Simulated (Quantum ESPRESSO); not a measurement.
# arsenene, 1 layer: a series in biaxial strain, part 3 of 5

Wanted: a table for arsenene, 1 layer against biaxial strain, and what can be fitted to it.

Quantum ESPRESSO 7.5; plane-wave DFT, PBE, GBRV ultrasoft pseudopotentials.

So far. Step 2 (Relaxing cell and ions of the reference):  The last row is no step: it is a fresh SCF in the final cell with a new plane-wave basis, -0 meV from the row before. Step 3 (Relaxation with pw.x, -4 %): The relaxation lowers the energy by 6 meV an atom.

### Step 5. Potential by pp.x, -4 %

plot_num = 11 writes the bare and Hartree potential, from which vacuum levels or, in a crystal, the mean potential are read.

Contents of m0.pot.in:

```
&inputpp
  prefix = 'm0.scf'
  outdir = './out'
  filplot = 'm0.pot.dat'
  plot_num = 11
/
```

Run with:

```console
$ OMP_NUM_THREADS=1 mpirun -n 4 pp.x -in m0.pot.in > m0.pot.out
```

The program printed:

```text
[banner, memory and clock lines left out]
Program POST-PROC v.7.5 starts

          URL

     ./out/m0.scf.save/

     IMPORTANT: XC functional enforced from input :
     Exchange-correlation= PBE
                           (   1   4   3   4   0   0   0)
     Any further DFT definition will be discarded
     Please, verify this is what you really want

     negative rho (up, down):  1.924E-04 0.000E+00

     Calling punch_plot, plot_num =  11
     Writing data to file  m0.pot.dat
     Message from routine chdens:
     namelist plot not found or invalid, exiting
```

It took 1.1 s on 4 MPI ranks of Intel Xeon 6975P-C (Granite Rapids), shared host; peak memory 0.09 GiB.

Read from the output:

| Property | Result |
| --- | --- |
| slope of the potential above | 3.88e-4 eV/Å |
| upper vacuum line continued to the top atoms, over the valence top | 4.779 eV |
| slope of the potential below | -2.03e-4 eV/Å |
| lower vacuum line continued to the bottom atoms, over the valence top | 4.780 eV |
| vacuum level at the upper face over the valence top of the mesh | 4.781 eV |
| vacuum level at the lower face over the valence top of the mesh | 4.781 eV |

Electrostatic potential energy of an electron; zero at the highest filled level of the SCF mesh. The potential energy, planar mean by z:

z (Å), potential energy, planar mean (eV) and a bar:
```
        0        4.8 #####
        1        4.8 #####
        2        4.8 #####
        3        4.8 #####
        4        4.8 #####
        5        4.7 #####
        6        4.0 ####
        7        5.1 ######
        8        0.2 
        9       26.6 ##############################
       10        2.5 ###
       11        4.6 #####
       12        4.8 #####
       13        4.8 #####
       14        4.8 #####
       15        4.8 #####
       16        4.8 #####
```

### Step 6. Band structure, -4 %

Bands along a path place the edges.

Contents of m0.bands.in:

```
&control
  prefix = 'm0.bands'
  outdir = './out'
  pseudo_dir = './pseudo'
  calculation = 'bands'
/
&system
  ibrav = 0
  nat = 2
  ntyp = 1
  ecutwfc = 40
  ecutrho = 200
  occupations = 'smearing'
  smearing = 'fd'
  degauss = 0.002
  nbnd = 11
/
&electrons
  conv_thr = 1e-07
  mixing_beta = 0.4
  electron_maxstep = 120
  mixing_mode = 'plain'
/
ATOMIC_SPECIES
  As  74.9216  as_pbe_v1.uspp.F.UPF
CELL_PARAMETERS angstrom
  3.46575329280000 0.00000000000000 0.00000000000000
  -1.73287664640000 3.00143039424000 0.00000000000000
  0.00000000000000 0.00000000000000 16.40000000000000
ATOMIC_POSITIONS crystal
  As  0.666666666700 0.333333333300 0.456150215200
  As  0.333333333300 0.666666666700 0.543849784800
K_POINTS crystal_b
4
  0.0000000000 0.0000000000 0.0000000000 12
  0.5000000000 0.0000000000 0.0000000000 12
  0.3333333333 0.3333333333 0.0000000000 12
  0.0000000000 0.0000000000 0.0000000000 1
```

Run with:

```console
$ cp -r out/m0.scf.save out/m0.bands.save
$ cp out/m0.scf.xml out/m0.bands.xml
$ OMP_NUM_THREADS=1 mpirun -n 4 pw.x -nk 4 -in m0.bands.in > m0.bands.out
```

The program printed:

```text
[banner, memory and clock lines left out]
Program PWSCF v.7.5 starts

          URL

     Atomic positions and unit cell read from directory:
     ./out/m0.bands.save/

     Message from routine setup:
     using ibrav=0 with symmetry is DISCOURAGED, use correct ibrav instead

     G-vector sticks info

     bravais-lattice index     =            0
     lattice parameter (alat)  =       6.5493  a.u.
     unit-cell volume          =    1151.2413 (a.u.)^3
     number of atoms/cell      =            2
     number of atomic types    =            1
     number of electrons       =        10.00
     number of Kohn-Sham states=           11
     kinetic-energy cutoff     =      40.0000  Ry
     charge density cutoff     =     200.0000  Ry
     Exchange-correlation= SLA  PW   PBE  PBE
                           (   1   4   3   4   0   0   0)

     celldm(1)=   6.549325  celldm(2)=   0.000000  celldm(3)=   0.000000
     celldm(4)=   0.000000  celldm(5)=   0.000000  celldm(6)=   0.000000

     crystal axes: (cart. coord. in units of alat)
               a(1) = (   1.000000   0.000000   0.000000 )
               a(2) = (  -0.500000   0.866025   0.000000 )
               a(3) = (   0.000000   0.000000   4.732016 )

     reciprocal axes: (cart. coord. in units 2 pi/alat)
               b(1) = (  1.000000  0.577350 -0.000000 )
               b(2) = (  0.000000  1.154701  0.000000 )
               b(3) = (  0.000000 -0.000000  0.211326 )

     PseudoPot. # 1 for As read from file:
     ./pseudo/as_pbe_v1.uspp.F.UPF
     Pseudo is Ultrasoft + core correction, Zval =  5.0
     Generated by new atomic code, or converted to UPF format
     Using radial grid of  875 points,  6 beta functions with:
                l(1) =   0
                l(2) =   0
                l(3) =   1
                l(4) =   1
                l(5) =   2
                l(6) =   2
     Q(r) pseudized with  8 coefficients,  rinner =    1.300   1.300   1.300
                                                       1.300   1.300

     atomic species   valence    mass     pseudopotential
     As                5.00    74.92160     As( 1.00)

     12 Sym. Ops., with inversion, found

   Cartesian axes

     site n.     atom                  positions (alat units)
         1        As     tau(   1) = (   0.5000000   0.2886751   2.1585101  )
         2        As     tau(   2) = (  -0.0000000   0.5773503   2.5735059  )

     number of k points=    37  Fermi-Dirac smearing, width (Ry)=  0.0020
                       cart. coord. in units 2pi/alat
        k(    1) = (   0.0000000   0.0000000   0.0000000), wk =   0.0540541
        k(    2) = (   0.0416667   0.0240563   0.0000000), wk =   0.0540541
        k(    3) = (   0.0833333   0.0481125   0.0000000), wk =   0.0540541
        k(    4) = (   0.1250000   0.0721688   0.0000000), wk =   0.0540541
        k(    5) = (   0.1666667   0.0962250   0.0000000), wk =   0.0540541
        k(    6) = (   0.2083333   0.1202813   0.0000000), wk =   0.0540541
        k(    7) = (   0.2500000   0.1443376   0.0000000), wk =   0.0540541
        k(    8) = (   0.2916667   0.1683938   0.0000000), wk =   0.0540541
        k(    9) = (   0.3333333   0.1924501   0.0000000), wk =   0.0540541
        k(   10) = (   0.3750000   0.2165064   0.0000000), wk =   0.0540541
        k(   11) = (   0.4166667   0.2405626   0.0000000), wk =   0.0540541
        k(   12) = (   0.4583333   0.2646189   0.0000000), wk =   0.0540541
        k(   13) = (   0.5000000   0.2886751   0.0000000), wk =   0.0540541
        k(   14) = (   0.4861111   0.3127314   0.0000000), wk =   0.0540541
        k(   15) = (   0.4722222   0.3367877   0.0000000), wk =   0.0540541
        k(   16) = (   0.4583333   0.3608439   0.0000000), wk =   0.0540541
        k(   17) = (   0.4444444   0.3849002   0.0000000), wk =   0.0540541
        k(   18) = (   0.4305556   0.4089564   0.0000000), wk =   0.0540541
        k(   19) = (   0.4166667   0.4330127   0.0000000), wk =   0.0540541
        k(   20) = (   0.4027778   0.4570690   0.0000000), wk =   0.0540541
        k(   21) = (   0.3888889   0.4811252   0.0000000), wk =   0.0540541
        k(   22) = (   0.3750000   0.5051815   0.0000000), wk =   0.0540541
        k(   23) = (   0.3611111   0.5292377   0.0000000), wk =   0.0540541
        k(   24) = (   0.3472222   0.5532940   0.0000000), wk =   0.0540541
        k(   25) = (   0.3333333   0.5773503   0.0000000), wk =   0.0540541
        k(   26) = (   0.3055556   0.5292377   0.0000000), wk =   0.0540541
        k(   27) = (   0.2777778   0.4811252   0.0000000), wk =   0.0540541
        k(   28) = (   0.2500000   0.4330127   0.0000000), wk =   0.0540541
        k(   29) = (   0.2222222   0.3849002   0.0000000), wk =   0.0540541
        k(   30) = (   0.1944444   0.3367877   0.0000000), wk =   0.0540541
        k(   31) = (   0.1666667   0.2886751   0.0000000), wk =   0.0540541
        k(   32) = (   0.1388889   0.2405626   0.0000000), wk =   0.0540541
        k(   33) = (   0.1111111   0.1924501   0.0000000), wk =   0.0540541
        k(   34) = (   0.0833333   0.1443376   0.0000000), wk =   0.0540541
        k(   35) = (   0.0555556   0.0962250   0.0000000), wk =   0.0540541
        k(   36) = (   0.0277778   0.0481125   0.0000000), wk =   0.0540541
        k(   37) = (   0.0000000   0.0000000   0.0000000), wk =   0.0540541

     Dense  grid:    54961 G-vectors     FFT dimensions: (  30,  30, 144)

     Smooth grid:    39407 G-vectors     FFT dimensions: (  27,  27, 125)

     The potential is recalculated from file :
     ./out/m0.bands.save/charge-density

     negative rho (up, down):  1.924E-04 0.000E+00
     Starting wfcs are    8 randomized atomic wfcs +    3 random wfcs

     Band Structure Calculation
     Davidson diagonalization with overlap

     ethr =  1.00E-09,  avg # of iterations = 56.7

     End of band structure calculation

          k = 0.0000 0.0000 0.0000 (  4971 PWs)   bands (ev):

   -16.2236  -9.7625  -3.2471  -1.7892  -1.7892   0.4858   1.6784   1.6784
     2.5677   2.6277   3.9110

          k = 0.0417 0.0241 0.0000 (  4977 PWs)   bands (ev):

   -16.1979  -9.7513  -3.2308  -2.1046  -1.8559   0.7172   1.6080   1.7417
     2.6215   2.6595   3.9397

          k = 0.0833 0.0481 0.0000 (  4963 PWs)   bands (ev):

   -16.1209  -9.7197  -3.1837  -2.7876  -2.0363   0.9576   1.6018   1.9066
     2.7413   2.8037   4.0217

          k = 0.1250 0.0722 0.0000 (  4949 PWs)   bands (ev):

   -15.9932  -9.6753  -3.5706  -3.1114  -2.2879   0.7146   1.9222   2.1158
     2.8756   3.0914   4.1535

          k = 0.1667 0.0962 0.0000 (  4953 PWs)   bands (ev):

   -15.8155  -9.6327  -4.3454  -3.0254  -2.5706   0.3198   2.2254   2.3121
     3.0439   3.3558   4.3442

          k = 0.2083 0.1203 0.0000 (  4943 PWs)   bands (ev):

   -15.5894  -9.6174  -5.0504  -2.9473  -2.8555  -0.0771   2.4025   2.4571
     3.2059   3.5046   4.5868

          k = 0.2500 0.1443 0.0000 (  4909 PWs)   bands (ev):

   -15.3171  -9.6679  -5.6295  -3.1240  -2.9145  -0.4081   2.3315   2.5380
     3.3747   3.7172   4.8246

          k = 0.2917 0.1684 0.0000 (  4904 PWs)   bands (ev):

   -15.0025  -9.8285  -6.0287  -3.3641  -2.9764  -0.6124   2.0304   2.5631
     3.6704   4.0073   4.9842

          k = 0.3333 0.1925 0.0000 (  4906 PWs)   bands (ev):

   -14.6519 -10.1200  -6.2220  -3.5681  -3.1619  -0.6549   1.6608   2.5512
     4.0661   4.2620   5.0342

          k = 0.3750 0.2165 0.0000 (  4900 PWs)   bands (ev):

   -14.2775 -10.5133  -6.2354  -3.7309  -3.4429  -0.5567   1.3043   2.5216
     4.2599   4.5429   5.2334

          k = 0.4167 0.2406 0.0000 (  4898 PWs)   bands (ev):

   -13.9051 -10.9389  -6.1354  -3.8492  -3.7506  -0.3749   0.9890   2.4900
     4.0806   5.0690   5.6557

          k = 0.4583 0.2646 0.0000 (  4880 PWs)   bands (ev):

   -13.5937 -11.2978  -6.0077  -4.0011  -3.9209  -0.1777   0.7362   2.4671
     3.9165   5.6474   6.1556

          k = 0.5000 0.2887 0.0000 (  4906 PWs)   bands (ev):

   -13.4609 -11.4489  -5.9480  -4.1014  -3.9450  -0.0765   0.6210   2.4588
     3.8541   6.2237   6.2623

          k = 0.4861 0.3127 0.0000 (  4894 PWs)   bands (ev):

   -13.4521 -11.4502  -5.9492  -4.0989  -4.0044   0.0060   0.6145   2.4194
     3.8707   6.2486   6.2718

          k = 0.4722 0.3368 0.0000 (  4894 PWs)   bands (ev):

   -13.4259 -11.4544  -5.9550  -4.1630  -4.0917   0.2348   0.5925   2.3133
     3.9219   6.3001   6.3150

          k = 0.4583 0.3608 0.0000 (  4904 PWs)   bands (ev):

   -13.3823 -11.4628  -5.9720  -4.3754  -4.0809   0.5474   0.5662   2.1710
     4.0119   6.3472   6.4057

          k = 0.4444 0.3849 0.0000 (  4906 PWs)   bands (ev):

   -13.3214 -11.4776  -6.0123  -4.5910  -4.0686   0.4686   0.9528   2.0301
     4.1487   6.4124   6.5082

          k = 0.4306 0.4090 0.0000 (  4908 PWs)   bands (ev):

   -13.2433 -11.5017  -6.0910  -4.7648  -4.0577   0.3476   1.3513   1.9232
     4.3442   6.4940   6.6187

          k = 0.4167 0.4330 0.0000 (  4904 PWs)   bands (ev):

   -13.1481 -11.5387  -6.2154  -4.8685  -4.0522   0.1870   1.7226   1.8677
     4.6128   6.5826   6.7384

          k = 0.4028 0.4571 0.0000 (  4898 PWs)   bands (ev):

   -13.0362 -11.5930  -6.3735  -4.8989  -4.0572   0.0030   1.8641   2.0337
     4.9657   6.5982   6.8454

          k = 0.3889 0.4811 0.0000 (  4894 PWs)   bands (ev):

   -12.9079 -11.6689  -6.5393  -4.8705  -4.0787  -0.1822   1.9036   2.2631
     5.4008   6.4192   6.9366

          k = 0.3750 0.5052 0.0000 (  4910 PWs)   bands (ev):

   -12.7634 -11.7699  -6.6884  -4.7998  -4.1232  -0.3471   1.9763   2.4022
     5.8844   6.2297   7.1037

          k = 0.3611 0.5292 0.0000 (  4908 PWs)   bands (ev):

   -12.6034 -11.8987  -6.8036  -4.6987  -4.1959  -0.4749   2.0737   2.4521
     6.0075   6.4705   7.2973

          k = 0.3472 0.5533 0.0000 (  4916 PWs)   bands (ev):

   -12.4284 -12.0557  -6.8753  -4.5751  -4.2998  -0.5547   2.1892   2.4199
     5.9170   6.9381   7.3609

          k = 0.3333 0.5774 0.0000 (  4938 PWs)   bands (ev):

   -12.2393 -12.2393  -6.8994  -4.4341  -4.4341  -0.5814   2.3173   2.3173
     5.8854   7.2531   7.2531

          k = 0.3056 0.5292 0.0000 (  4922 PWs)   bands (ev):

   -12.6715 -11.8229  -6.8067  -4.7731  -4.1154  -0.4811   1.9675   2.5894
     5.9864   6.6806   6.9772

          k = 0.2778 0.4811 0.0000 (  4913 PWs)   bands (ev):

   -13.1579 -11.3665  -6.5475  -5.1521  -3.7707  -0.2110   1.5360   2.8406
     6.0076   6.0745   6.4018

          k = 0.2500 0.4330 0.0000 (  4929 PWs)   bands (ev):

   -13.6609 -10.8908  -6.1542  -5.5014  -3.4314   0.1771   1.1252   3.0098
     5.3680   5.5434   6.1062

          k = 0.2222 0.3849 0.0000 (  4917 PWs)   bands (ev):

   -14.1515 -10.4300  -5.7531  -5.6565  -3.1379   0.6317   0.8048   3.0498
     4.7933   4.9556   5.6165

          k = 0.1944 0.3368 0.0000 (  4913 PWs)   bands (ev):

   -14.6098 -10.0356  -5.8363  -5.0807  -2.9354   0.6227   1.0902   2.9769
     4.3007   4.4264   5.2029

          k = 0.1667 0.2887 0.0000 (  4915 PWs)   bands (ev):

   -15.0228  -9.7627  -5.6860  -4.4523  -2.8516   0.5943   1.4560   2.8683
     3.9160   3.9624   4.8911

          k = 0.1389 0.2406 0.0000 (  4933 PWs)   bands (ev):

   -15.3817  -9.6329  -5.2779  -3.8016  -2.8739   0.6912   1.6173   2.7650
     3.5653   3.6799   4.6445

          k = 0.1111 0.1925 0.0000 (  4927 PWs)   bands (ev):

   -15.6810  -9.6144  -4.6479  -3.1732  -2.9543   0.8659   1.5766   2.6018
     3.2366   3.5370   4.4199

          k = 0.0833 0.1443 0.0000 (  4959 PWs)   bands (ev):

   -15.9168  -9.6536  -3.8633  -3.0722  -2.5945   1.0891   1.4277   2.3615
     2.9774   3.2675   4.2174

          k = 0.0556 0.0962 0.0000 (  4963 PWs)   bands (ev):

   -16.0868  -9.7068  -3.1636  -3.0024  -2.1547   1.1875   1.3439   2.0505
     2.7881   2.8882   4.0556

          k = 0.0278 0.0481 0.0000 (  4973 PWs)   bands (ev):

   -16.1893  -9.7476  -3.2255  -2.1932  -1.8808   0.7803   1.5771   1.7705
     2.6408   2.6696   3.9491

          k = 0.0000 0.0000 0.0000 (  4971 PWs)   bands (ev):

   -16.2236  -9.7625  -3.2471  -1.7892  -1.7892   0.4858   1.6784   1.6784
     2.5677   2.6277   3.9110

     XML data file, pseudopotentials, collected wavefunctions

                                        0.00s GPU  (     472 calls)
```

Elapsed: 7.8 s, on 4 MPI ranks; peak memory 0.29 GiB; 30 s of CPU time.

Band numbers count within the set of bands kept for display. The electronic bands at the labelled points (eV, zero at the highest filled level of the SCF mesh; v1 is the highest filled band, c1 the lowest empty one):

| point | v4 | v3 | v2 | v1 | c1 | c2 | c3 | c4 |
| --- | --- | --- | --- | --- | --- | --- | --- | --- |
| Γ | -7.97 | -1.46 | 0.00 | 0.00 | 2.27 | 3.47 | 3.47 | 4.36 |
| halfway | -7.88 | -3.84 | -1.33 | -1.13 | 1.38 | 4.12 | 4.33 | 5.16 |
| M | -9.66 | -4.16 | -2.31 | -2.16 | 1.71 | 2.41 | 4.25 | 5.64 |
| halfway | -9.75 | -4.43 | -3.08 | -2.26 | 1.98 | 3.51 | 3.66 | 6.40 |
| K | -10.45 | -5.11 | -2.65 | -2.65 | 1.21 | 4.11 | 4.11 | 7.67 |
| halfway | -7.97 | -3.90 | -2.66 | -1.06 | 2.38 | 3.25 | 4.66 | 5.71 |
| Γ | -7.97 | -1.46 | 0.00 | 0.00 | 2.27 | 3.47 | 3.47 | 4.36 |

The electronic bands as a text plot (rows in eV, shown from -8.0 to 5.7 only):

```
    5.4 |+     +++++++       ++                       ++++      +
    4.8 |   ++++++                          ++++++++++  ++++++
    4.3 |++++  +++++++++++++++++     +++++++          ++++++  +++
    3.7 |++++++     ++++        +++++++++ ++                +++++
    3.1 | +++           +         +         ++++  ++++++++++++++
    2.6 | +++++          +++++++++              ++++++++++    ++
    2.0 |+     +++           +++ ++++         ++                +
    1.4 |         ++++  +++++        +++++++++
    0.8 |             ++
    0.3 |*                                                      *
   -0.3 | *****                                             ****
   -0.9 |   *  *****                              ******  **
   -1.4 |****************                     ****      *********
   -2.0 |    **       *********  *****      **        **  **
   -2.6 |      **            *****    ******        **  **
   -3.1 |        *                ******  ****    **
   -3.7 |         **                          ****  ****
   -4.3 |           ****************          **  **
   -4.9 |                           **********
   -5.4 |
   -6.0 |
   -6.6 |
   -7.1 |
   -7.7 |***********                                *************
         Γ                   M           K                      Γ
```

Along this path the valence top lies at Γ and the conduction bottom between Γ and M.

(Continued in part 4 of 5.)

[Logs are printed without paths, hosts, clocks, repeated set-up lines and the standing remarks that a program may print on its own settings, such as how far it seeks lower states.]

[Hosts, paths, dates, database ids (printed as entryN), source tags and the programs' standing remarks are cut or masked in the printed files.]

[Maps of the electrostatic potential energy from Ansatz leave out the sawtooth potential of an applied field or a dipole correction, so their vacuum need not be flat; planar profiles and work functions include it.]
